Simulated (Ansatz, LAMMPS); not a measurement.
# Amorphous 64SiO2-25Y2O3-11Al2O3 (mol %) (164 atoms): a single point

Wanted: forces, charges and levels of amorphous 64SiO2-25Y2O3-11Al2O3 (mol %) (164 atoms).

Method: Kohn-Sham DFT, LDA, PAW (set soft_2), plane waves, in Ansatz 0.2.0.

**1. Starting point**

The cell holds 164 atoms: 28 Si, 22 Y, 10 Al and 104 O. Its edges and angles: a = 13.108 Å, b = 13.108 Å, c = 13.108 Å, α = 90.0°, β = 90.0°, γ = 90.0°. 164 atoms (28 Si, 22 Er, 10 Al, 104 O) placed at random at 4.5 g/cm³, melted at 5000 K for 10 ps at fixed volume with the Morse and Coulomb pair potential with partial charges (Pedone, Malavasi, Menziani, Cormack and Segre, J. Phys. Chem. B 110, 11780 (2006)). Quenched from 5000 K to 300 K at 30 K/ps and fixed volume, held 10 ps at zero pressure, then minimised at fixed cell. Then Er was replaced by Y and the cell scaled by 1.01 (the potential has no terms for the new elements, so the cell is a start for a DFT relaxation).

Limits known from the start: The quench rate of 30 K/ps is many orders above laboratory rates, so the cell is likely richer in defects and strain than a real sample. The network of bonds at the start is that of the classical potential that made the cell, and needn't be the one that DFT or experiment would give. The Brillouin zone is sampled at Γ only, in a cell whose shortest periodic width is 13 Å.

**2. How the cell was made**

A classical potential makes the cell, at a small fraction of what the same run would cost in DFT.

This step: classical MD, Morse and Coulomb pair potential with partial charges (Pedone, Malavasi, Menziani, Cormack and Segre, J. Phys. Chem. B 110, 11780 (2006)) (LAMMPS 22 Jul 2025 - Update 4).

Contents of in.lmp:

```
# melt-quench of Si28Er22Al10O104
units metal
atom_style charge
boundary p p p
region box block 0 13.3129 0 13.3129 0 13.3129
create_box 4 box
mass 1 28.0850   # Si
mass 2 167.2590   # Er
mass 3 26.9815   # Al
mass 4 15.9990   # O
create_atoms 1 random 28 422297 NULL overlap 1.5 maxtry 2000
create_atoms 2 random 22 422304 NULL overlap 1.5 maxtry 2000
create_atoms 3 random 10 422311 NULL overlap 1.5 maxtry 2000
create_atoms 4 random 104 422318 NULL overlap 1.5 maxtry 2000
pair_style hybrid/overlay pedone 5.5 coul/long 8.0
pair_coeff * * coul/long
pair_coeff 1 4 pedone 0.340554 2.006700 2.100000 1   # Si-O
pair_coeff 2 4 pedone 0.040448 2.294078 2.837722 3   # Er-O
pair_coeff 3 4 pedone 0.361581 1.900442 2.164818 0.9   # Al-O
pair_coeff 4 4 pedone 0.042395 1.379316 3.618701 22   # O-O
set type 1 charge 2.4
set type 2 charge 1.8
set type 3 charge 1.8
set type 4 charge -1.2
kspace_style pppm 1.0e-4
neigh_modify delay 0 every 1 check yes
thermo_style custom step time temp pe press density
thermo_modify norm yes
timestep 0.002
thermo 100
min_style cg
minimize 1e-4 1e-4 200 2000
reset_timestep 0
velocity all create 5000 422298 mom yes dist gaussian
# [... 14 lines left out ...]
thermo 1666
fix md all npt temp 300 300 0.2 iso 0 0 2
run 5000 post no
unfix md
thermo 100
min_style cg
minimize 0 1e-3 2000 20000
write_dump all custom glass.dump id type xs ys zs modify sort id
```

On the command line:

```bash
> lmp -in in.lmp -log none -nocite
```

Numbers of over 12 decimals in the logs are rounded to 6 here.

Output:

```text
LAMMPS (22 Jul 2025 - Update 4)
Created orthogonal box = (0 0 0) to (13.3129 13.3129 13.3129)
Created 28 atoms
Created 22 atoms
Created 10 atoms
Created 104 atoms
PPPM initialization ...
  G vector (1/distance) = 0.38455075
  grid = 15 15 15
  estimated relative force accuracy = 5.1709142e-05
   Step          Time           Temp          PotEng         Press         Density
         0   0              0             -3.7964293      609466.98      4.5039826
       100   0.2            0             -14.579112     -18438.77       4.5039826
Loop time of 0.286461 s on 1 MPI rank(s) for 100 steps with 164 atoms
Minimization stats:
  Stopping criterion = energy tolerance
[... 37 lines left out ...]
     88298   176.596        315.60784     -14.737303      3051.6992      4.8718479
     89333   178.666        296.71422     -14.738881      1930.7234      4.8620235
Loop time of 12.9774 s on 1 MPI rank(s) for 5000 steps with 164 atoms
   Step          Time           Temp          PotEng         Press         Density
     89333   178.666        296.71422     -14.738882      1929.7063      4.8620235
     89351   178.702        296.71422     -14.774786      4083.9322      4.8620235
Loop time of 0.164328 s on 1 MPI rank(s) for 18 steps with 164 atoms
Minimization stats:
  Stopping criterion = linesearch alpha is zero
  Energy initial, next-to-last, final =
     -14.7388821017574  -14.7747862525423  -14.7747862525423
  Force two-norm initial, final = 15.528416 0.52978384
  Iterations, force evaluations = 18 69
```

It took 2.7 min on 1 thread of AMD EPYC 7571, shared host; peak memory 0.079 GiB.

**3. Plane-wave single point**

The electrons are solved once, with the atoms held.

Contents of input.yaml:

```yaml
crystal:
  lattice:
    - [13.10752, 0.0, 0.0]
    - [0.0, 13.10752, 0.0]
    - [0.0, 0.0, 13.10752]
  atoms:
    - { symbol: Si, position: [0.18334, 0.1532, 0.70292] }
    - { symbol: Si, position: [0.45595, 0.08447, 0.99031] }
    - { symbol: Si, position: [0.89561, 0.61822, 0.62064] }
    - { symbol: Si, position: [0.39572, 0.47898, 0.58614] }
    - { symbol: Si, position: [0.99748, 0.29303, 0.48566] }
    - { symbol: Si, position: [0.76005, 0.38195, 0.88927] }
    - { symbol: Si, position: [0.68018, 0.08838, 0.17639] }
    - { symbol: Si, position: [0.96172, 0.03418, 0.94176] }
    - { symbol: Si, position: [0.77967, 0.00379, 0.65756] }
    - { symbol: Si, position: [0.23447, 0.07123, 0.92408] }
    - { symbol: Si, position: [0.33166, 0.86137, 0.66728] }
    - { symbol: Si, position: [0.37796, 0.12813, 0.4331] }
    - { symbol: Si, position: [0.35432, 0.58641, 0.97594] }
    - { symbol: Si, position: [0.99829, 0.69849, 0.26816] }
    - { symbol: Si, position: [0.2079, 0.9411, 0.24636] }
    - { symbol: Si, position: [0.4579, 0.84207, 0.02053] }
    - { symbol: Si, position: [0.01906, 0.79918, 0.88592] }
    - { symbol: Si, position: [0.26873, 0.80518, 0.43176] }
    - { symbol: Si, position: [0.19146, 0.56179, 0.28432] }
    - { symbol: Si, position: [0.65386, 0.81216, 0.63054] }
    - { symbol: Si, position: [0.41361, 0.64765, 0.75203] }
    - { symbol: Si, position: [0.70583, 0.10148, 0.45494] }
    - { symbol: Si, position: [0.50366, 0.3022, 0.70251] }
    - { symbol: Si, position: [0.99306, 0.3865, 0.97092] }
    - { symbol: Si, position: [0.62811, 0.79817, 0.87872] }
    - { symbol: Si, position: [0.65511, 0.67645, 0.27837] }
    - { symbol: Si, position: [0.17296, 0.36212, 0.80241] }
    - { symbol: Si, position: [0.22936, 0.36006, 0.18818] }
    - { symbol: "Y", position: [0.40048, 0.7091, 0.19904] }
    - { symbol: "Y", position: [0.09556, 0.03725, 0.44431] }
    - { symbol: "Y", position: [0.95403, 0.18824, 0.71979] }
    - { symbol: "Y", position: [0.60077, 0.54122, 0.06841] }
    [... 126 atom lines left out ...]
    - { symbol: O, position: [0.7894, 0.05563, 0.22128] }
    - { symbol: O, position: [0.11246, 0.32582, 0.51332] }
    - { symbol: O, position: [0.92754, 0.74213, 0.93535] }
    - { symbol: O, position: [0.90841, 0.72366, 0.55483] }
    - { symbol: O, position: [0.59069, 0.32112, 0.60791] }
    - { symbol: O, position: [0.49271, 0.91846, 0.36879] }
kpoints:
  mp_grid: { grid: [1, 1, 1] }
hamiltonian:
  xc: lda
scf:
  occupations: { method: fermi_dirac, width: 0.05 }
output:
  forces: true
  stress: true
  populations: true
  dos:
    method: { smearing: { sigma: 0.15 } }
    de: 0.1
    projected: { site_lists: { Al: [Al], O: [O], Si: [Si], "Y": ["Y"] } }
  eigenvalues: true
  write_density: true
  write_potential: true
  volumetric_format: npy
```

On the command line:

```bash
> ansatz run input.yaml --threads 8 --pin off --max-ram 15872MiB --backend cpu --events-out ev --progress --plain --runs-dir out
```

Output:

```text
Engine: ansatz 0.2.0, x86_64-unknown-linux-gnu
Pseudopotentials: kind: paw
Pseudopotential: Si, paw, valence charge 4, recommended cutoff 420 eV (normal), Si.paw.azcp
Pseudopotential: Y, paw, valence charge 11, recommended cutoff 420 eV (normal), Y.paw.azcp
Pseudopotential: Al, paw, valence charge 3, recommended cutoff 420 eV (normal), Al.paw.azcp
Pseudopotential: O, paw, valence charge 6, recommended cutoff 420 eV (normal), O.paw.azcp
Functional definition: SPW92
  exchange = slater_x
  correlation = pw_c
Crystal: 164 atoms, lattice volume = 2251.965 Å³
Basis set: ecut = 420 eV, 43819 PW (Γ)
Bands: 668, of which v1, the nominal top of the filled ones, is band 504 counted from 1 (503 counted from 0)
Symmetry: 1 space group operations
Space group: P1 (ITA 1), of the structure as read, at distance tolerance 1.3e-4 Å
k-points: 1
Non-local potential: Si, projectors of the file, l = 0: 2, l = 1: 2, l = 2: 2
Non-local potential: Y, projectors of the file, l = 0: 3, l = 1: 2, l = 2: 2, l = 3: 1
Non-local potential: Al, projectors of the file, l = 0: 2, l = 1: 2, l = 2: 1
Non-local potential: O, projectors of the file, l = 0: 2, l = 1: 2, l = 2: 1
PAW form: soft (Blöchl's): semilocal exchange-correlation on the pseudo side does not see the compensation charge
PAW frozen core: Si, regenerated for the run's functional, and the local potential with it (the file was generated under x = pbe(κ = 0.804, μ = 0.219515), c = pbe(β = 0.066725))
PAW frozen core: Y, regenerated for the run's functional, and the local potential with it (the file was generated under x = pbe(κ = 0.804, μ = 0.219515), c = pbe(β = 0.066725))
PAW frozen core: Al, regenerated for the run's functional, and the local potential with it (the file was generated under x = pbe(κ = 0.804, μ = 0.219515), c = pbe(β = 0.066725))
PAW frozen core: O, regenerated for the run's functional, and the local potential with it (the file was generated under x = pbe(κ = 0.804, μ = 0.219515), c = pbe(β = 0.066725))
PAW one-centre angular grid: Si, 110 points (default); XC on 64 Gauss nodes
PAW one-centre angular grid: Y, 590 points (default); XC on 64 Gauss nodes
PAW one-centre angular grid: Al, 110 points (default); XC on 64 Gauss nodes
PAW one-centre angular grid: O, 110 points (default); XC on 64 Gauss nodes
Initial density: superposition of atomic densities (neutral atoms: chi_scale 0, normalization atom), corrected by the library's trained network
Initial wavefunctions: pseudopotential atomic-orbital guess
Functional: x = slater, c = lda
SCF iter   1: F=—  HF=-162558.900757 eV  |F-HF|=—  |Δ(HF+E_count)|=         —  Δρ=1.46e-2  dr2=4.61e0  ethr=1.77e-3  ⟨swp⟩=7.0  Hψ=3244  notcnv=0  defer=39
preconditioner: auto → Resta (q_TF=auto, 2.386 Å⁻¹)  ε∞=3.6  [insulator: Δε(μ)=2.513 eV  Ē_g=15.050 eV  σ=0.050 eV  W_gap=1.00  n_scr=484 (ndim 8)  ℏωp=24.3 eV  f_vac=0.102  D(μ)=0.00/eV (n_scr^D=0)  ε∞_Penn≈3.6]
SCF iter   2: F=—  HF=-162557.702749 eV  |F-HF|=—  |Δ(HF+E_count)|=    1.20e0  Δρ=4.74e-3  dr2=2.28e-1  ethr=4.58e-4  ⟨swp⟩=2.0  Hψ=1089  notcnv=0  defer=159
SCF iter   3: F=—  HF=-162557.647768 eV  |F-HF|=—  |Δ(HF+E_count)|=   5.50e-2  Δρ=1.97e-3  dr2=6.15e-2  ethr=2.26e-5  ⟨swp⟩=2.0  Hψ=835  notcnv=0  defer=159
SCF iter   4: F=—  HF=-162557.637041 eV  |F-HF|=—  |Δ(HF+E_count)|=   1.07e-2  Δρ=1.23e-3  dr2=3.08e-2  ethr=6.10e-6  ⟨swp⟩=2.0  Hψ=832  notcnv=0  defer=159
SCF iter   5: F=—  HF=-162557.629993 eV  |F-HF|=—  |Δ(HF+E_count)|=   7.05e-3  Δρ=2.00e-4  dr2=1.28e-3  ethr=3.06e-6  ⟨swp⟩=2.0  Hψ=827  notcnv=0  defer=159
SCF iter   6: F=—  HF=-162557.630020 eV  |F-HF|=—  |Δ(HF+E_count)|=   2.65e-5  Δρ=1.24e-4  dr2=3.71e-4  ethr=1.27e-7  ⟨swp⟩=2.0  Hψ=925  notcnv=0  defer=159
SCF iter   7: F=—  HF=-162557.630035 eV  |F-HF|=—  |Δ(HF+E_count)|=   1.57e-5  Δρ=3.32e-5  dr2=2.90e-5  ethr=3.68e-8  ⟨swp⟩=2.0  Hψ=836  notcnv=0  defer=159
SCF iter   8: F=—  HF=-162557.630710 eV  |F-HF|=—  |Δ(HF+E_count)|=   6.75e-4  Δρ=1.97e-5  dr2=8.26e-6  ethr=2.88e-9  ⟨swp⟩=2.0  Hψ=995  notcnv=0  defer=159
SCF iter   9: F=—  HF=-162557.630711 eV  |F-HF|=—  |Δ(HF+E_count)|=   5.38e-7  Δρ=6.99e-6  dr2=1.16e-6  ethr=8.19e-10  ⟨swp⟩=2.0  Hψ=894  notcnv=0  defer=159
SCF iter  10: F=—  HF=-162557.630711 eV  |F-HF|=—  |Δ(HF+E_count)|=   3.32e-7  Δρ=3.59e-6  dr2=2.85e-7  ethr=1.15e-10  ⟨swp⟩=2.0  Hψ=847  notcnv=0  defer=159
SCF iter  11: F=-162557.630711 eV  HF=-162557.630711 eV  |F-HF|=3.06e-8  |Δ(HF+E_count)|=   2.08e-8  Δρ=1.93e-6  dr2=8.44e-8  ethr=9.92e-12  ⟨swp⟩=18.0  Hψ=5745  notcnv=0
SCF 1 converged in 11 iterations: F = -162557.630711 eV  dr2 = 8.44e-8
  greatest PAW one-centre occupation: 0.993 electrons in one spin orbital (limit 2), on the Y atom at site 32 (counted from 0), in its partial waves of l = 0
SCF converged after 11 iterations
Free energy (F): -162557.630711 eV
Harris-Foulkes:  -162557.630711 eV  (|F-HF|=3.06e-8)
Internal energy: -162557.630711 eV  (E = F + TS)
E sigma→0 (E₀):  -162557.630711 eV
Fermi energy:    6.621598 eV
--- Per-component energies (eV) ---
  E_band       = -5228.281926
  E_kinetic    = 26545.170244
  E_local      = -65199.172148  (includes V_loc(G=0)·N_el)
  E_nonlocal   = 7185.223477
  E_hartree    = 23635.471058
  E_xc         = -13307.486152
  E_vxc        = -15759.523973  (∫ρ·V_xc dr)
  E_paw        = -93352.595564  (= ΣΔE_a)
  E_vpaw       = -5271.177057  (= ΣTr[D̂ρ^β])
  E_aug_tail   = 0.267470  (compensation charges beyond the density's cutoff)
  E_ewald      = -48084.758244
  E_core_change = 20.249148  (= ΣΔE_core)
  E_smearing   = -0.000000  (= −TS)
  E_closure    = 0.000000  (closes the sum)
  Σ components = -162557.630711   (vs F -162557.630711, Δ=0.00e0)
--- Forces (eV/Å), atoms counted from 1 ---
  atom   1  Si     0.07806052    -0.55821287     1.36169004
  atom   2  Si    -1.47795220    -1.17199245     1.03444727
  atom   3  Si     0.19133257     0.02954139    -0.14884681
  atom   4  Si     1.86496406     0.24071285     0.50900724
  atom   5  Si    -0.47716396     0.43819964    -0.36449692
  atom   6  Si     0.06026036     0.88135098    -0.38355583
  atom   7  Si     0.55284180    -0.90827192     0.48593342
  atom   8  Si     0.03983075    -0.79147101    -0.02211509
  atom   9  Si    -0.33556228    -0.42434225    -0.74473535
  atom  10  Si    -0.10818151    -1.20890678     0.77204431
  atom  11  Si    -0.80819058    -0.09444301    -1.40240115
  atom  12  Si    -0.54970011     0.23812575    -0.74298893
  atom  13  Si     0.45900532    -1.01113739    -0.17465885
  atom  14  Si     0.42821316    -1.03039865    -0.37924891
[...]
atom 163  O      0.28876241     0.11690215    -0.08300420
  atom 164  O      0.14781520     0.09851801    -0.95969581
  max |Σ_I F_I| component: 2.02e-4 eV/Å
--- Stress (GPa, compression-positive) ---
       -5.892447      -0.035389      -0.616543
       -0.035389      -3.580212       1.284001
       -0.616543       1.284001      -7.681077
  P = ⅓ Tr σ = -5.7179 GPa (-57.179 kbar)
--- Band table (eV) ---
  k-point 0: bands = ["-36.7510", "-36.5645", "-36.3884", "-36.3427", [... 652 levels ...], "13.5832", "13.6024", "13.6332", "13.6718", "13.6919", "13.7004", "13.7449", "13.7690", "13.8293", "13.8441", "13.8623", "13.8794"]
--- Löwdin populations: 164 sites ---
  site symbol       q [e]
     0     Si      2.3247
     1     Si      2.2821
     2     Si      2.3806
[...]
163      O      6.8476
  spilling = 0.008930 (of n_electrons = 1008.000000)
```

It took 1.8 min on 8 threads of AMD EPYC 7571, shared host; peak memory 3.7 GiB; 13 min of CPU time.

In the SCF lines HF is the Harris–Foulkes energy and dr2 the Hartree energy of the density residual, in eV; the loop may stop once dr2 is under the threshold and the program's other checks hold. Hψ counts applications of the Hamiltonian.

The run gave:

```yaml
free_energy: -162557.6307 eV
free_energy_per_atom: -991.2051 eV/atom
scf_cycles: 11
pressure: -5.718 GPa
r_m_s_force_component: 0.6764 eV/Å
longest_force: 2.233 eV/Å
fermi_energy: 6.622 eV
spacing_of_highest_filled_and_lowest_empty_level: 2.68 eV
spilling_of_the_projection: 0.00893
```

Neighbours are counted within 2.12 Å (O-Si), 3.00 Å (O-Y), 2.19 Å (O-Al).

Length of the force by element and coordination:

| element | coordination | atoms | mean length of the force (eV/Å) | spread | least | most |
| --- | --- | --- | --- | --- | --- | --- |
| Al | all | 10 | 1.01 | 0.384 | 0.497 | 1.55 |
| O | all | 104 | 1.04 | 0.480 | 0.158 | 2.20 |
| O | 2 | 40 | 1.05 | 0.529 | 0.290 | 2.20 |
| O | 3 | 53 | 1.05 | 0.464 | 0.158 | 2.16 |
| O | 4 | 11 | 0.998 | 0.341 | 0.487 | 1.60 |
| Si | all | 28 | 1.10 | 0.454 | 0.244 | 2.15 |
| Y | all | 22 | 1.16 | 0.563 | 0.232 | 2.23 |
| Y | 5 | 5 | 1.35 | 0.521 | 0.651 | 2.14 |
| Y | 6 | 13 | 1.18 | 0.564 | 0.232 | 2.23 |
| Y | 7 | 4 | 0.840 | 0.469 | 0.337 | 1.50 |

Löwdin charges by element and coordination (they lack the spilled electrons, 0.055 e an atom on average):

| element | coordination | atoms | mean charge (e) | spread | least | most |
| --- | --- | --- | --- | --- | --- | --- |
| Al | all | 10 | 1.29 | 0.0491 | 1.18 | 1.37 |
| O | all | 104 | -0.754 | 0.034 | -0.848 | -0.649 |
| O | 2 | 40 | -0.780 | 0.0266 | -0.848 | -0.744 |
| O | 3 | 53 | -0.742 | 0.0256 | -0.805 | -0.664 |
| O | 4 | 11 | -0.719 | 0.0287 | -0.754 | -0.649 |
| Si | all | 28 | 1.67 | 0.0247 | 1.62 | 1.72 |
| Y | all | 22 | 1.26 | 0.0576 | 1.10 | 1.36 |
| Y | 5 | 5 | 1.30 | 0.0505 | 1.21 | 1.36 |
| Y | 6 | 13 | 1.24 | 0.054 | 1.10 | 1.32 |
| Y | 7 | 4 | 1.29 | 0.0445 | 1.22 | 1.34 |

States in the cell by windows of 1 eV, zero at the Fermi level; the larger projections on atomic orbitals stand beside the total:

| from (eV) | to (eV) | total | O p | Y d | O s |
| --- | --- | --- | --- | --- | --- |
| -18 | -17 | 32.4 | 0.5 | 1.1 | 24.7 |
| -17 | -16 | 5.5 | 0.0 | 0.4 | 4.3 |
| -16 | -11 | 0.0 | 0.0 | 0.0 | 0.0 |
| -11 | -10 | 9.2 | 6.1 | 0.1 | 0.5 |
| -10 | -9 | 18.3 | 12.3 | 0.2 | 1.2 |
| -9 | -8 | 26.7 | 18.8 | 0.6 | 1.4 |
| -8 | -7 | 42.5 | 31.4 | 1.4 | 1.4 |
| -7 | -6 | 76.3 | 57.9 | 3.9 | 2.3 |
| -6 | -5 | 96.7 | 78.9 | 5.7 | 2.2 |
| -5 | -4 | 122.2 | 106.4 | 6.9 | 1.5 |
| -4 | -3 | 129.5 | 118.2 | 5.2 | 0.9 |
| -3 | -2 | 88.3 | 83.1 | 2.1 | 0.4 |
| -2 | -1 | 14.2 | 13.5 | 0.3 | 0.1 |
| -1 | 1 | 0.0 | 0.0 | 0.0 | 0.0 |
| 1 | 2 | 6.9 | 0.6 | 4.4 | 0.4 |
| 2 | 3 | 36.0 | 3.2 | 26.8 | 1.0 |
| 3 | 4 | 69.4 | 6.3 | 48.7 | 3.1 |
| 4 | 5 | 75.0 | 7.0 | 46.3 | 5.1 |

Between -26 and -18 eV lie 302 more states.

The stored curve holds about 964 of the 1008 electrons; the rest, give or take the few that broadening carries across the Fermi level, lie in deeper levels below its range.

The levels nearest the highest filled one (over half full), pooled over k-points and spins:

| level less the highest filled one (eV) | occupation |
| --- | --- |
| -0.587 | 2 |
| -0.537 | 2 |
| -0.418 | 2 |
| -0.293 | 2 |
| -0.106 | 2 |
| 0 | 2 |
| 2.68 | 0 |
| 3.27 | 0 |
| 3.32 | 0 |
| 3.35 | 0 |
| 3.41 | 0 |
| 3.58 | 0 |

Electrostatic potential energy in the ac plane at fractional y = 0.024, with atoms of Si and Y and Al and O within 0.2 Å of it. With pseudopotentials it is smooth inside the atoms' cores, unlike the true potential.

Ten even steps from '0' (-38 eV) to '9' (12 eV), each cell a mean:
```
3799999766799987557899999887774256200
1689998522589998888999999888850014000
6899998645789999999999998878886567533
9999999888899999999999998888899999988
9888998789999999999999999889999999999
8777889999999999999999995225999998998
7656789999999888899999994003667721388
7667889999999766789999999763002510278
8888899999999866789999999973001677899
9999999999999888889999999987556899999
9988889999999974589999999998789999999
8754467899999930159999999988999999999
7400015899999975589999998778899999998
7300005899999888999999996337899998788
8632247899999999999999996348999972027
9887888999999999999999999899999983138
9997678889999998778999999999999998889
8972015888998875655774468999867987778
8984137888976765775640027788324886567
8999899999999976556885466568767887667
8999999999999998888999987778999998888
3799999999999999999999998678999999852
0699999999999999888999996337788999820
5899999999999987657899998776678998753
```
Columns run along a (13.1 Å; values clipped at the 3rd and 97th percentile), rows up along c (13.1 Å). Atoms in or near the plane, at fractional coordinates: Si at (0.96, 0.94), Y at (0.10, 0.44), Al at (0.45, 0.23), O at (0.99, 0.06), O at (0.90, 0.70), O at (0.12, 0.25), O at (0.59, 0.22), O at (0.84, 0.93), O at (0.69, 0.74).

Valence density in the ac plane at fractional y = 0.024, with atoms of Si and Y and Al and O within 0.2 Å of it. It is the smooth field of the valence electrons, not physical close to the nuclei.

Ten steps, logarithmic in the rise over the least value, from '0' (0.0 e/Å³) to '9' (6.6 e/Å³), each cell a mean:
```
4311113454322234554311012222357875434
3211113455432222332210001122479986422
3311112343322211111000001222357764333
2211124443210000000000001222122222222
1111235553100000000000023554211111111
2233234432111222100000147987422345432
3454322211113454310000147997534689853
2444321100123565320000124665434689853
1234321000012343210000001233333455532
1123321000001233321000000134554322110
1122210000001367752100000134554210000
1245532000002479963100011233432100000
2578874111111357652100124443221111211
3688874211111123321101246875311235653
3466653111110111111111246875311358985
3223322111000111221111124443111258875
1235664211122222222223332212222234443
1358996422345432112357864224565422332
2257986423466542112479985335787534443
2223443212345432222357764334666433443
4211110000111112222122333333322112334
8531000000000012222101135664311012478
9731001111000012343210146775321112589
7521112232211124565311124554333333467
```
Columns run along a (13.1 Å), rows up along c (13.1 Å). Atoms in or near the plane, at fractional coordinates: Si at (0.96, 0.94), Y at (0.10, 0.44), Al at (0.45, 0.23), O at (0.99, 0.06), O at (0.90, 0.70), O at (0.12, 0.25), O at (0.59, 0.22), O at (0.84, 0.93), O at (0.69, 0.74).

Mean Löwdin charges: Al +1.29, O -0.75, Si +1.67, Y +1.26 e (they miss 0.89 % of the electrons, so they add up to more than the cell's charge). The largest share in the top eV of filled states is O p (96 % of the projected weight), and in the lowest eV of empty states Y d (72 % of the projected weight).

(Part 1 of 2 ends here.)

[Logs are printed without paths, hosts, clocks, repeated set-up lines and the standing remarks that a program may print on its own settings, such as how far it seeks lower states.]

[Hosts, paths, dates, database ids (printed as entryN), source tags and the programs' standing remarks are cut or masked in the printed files.]
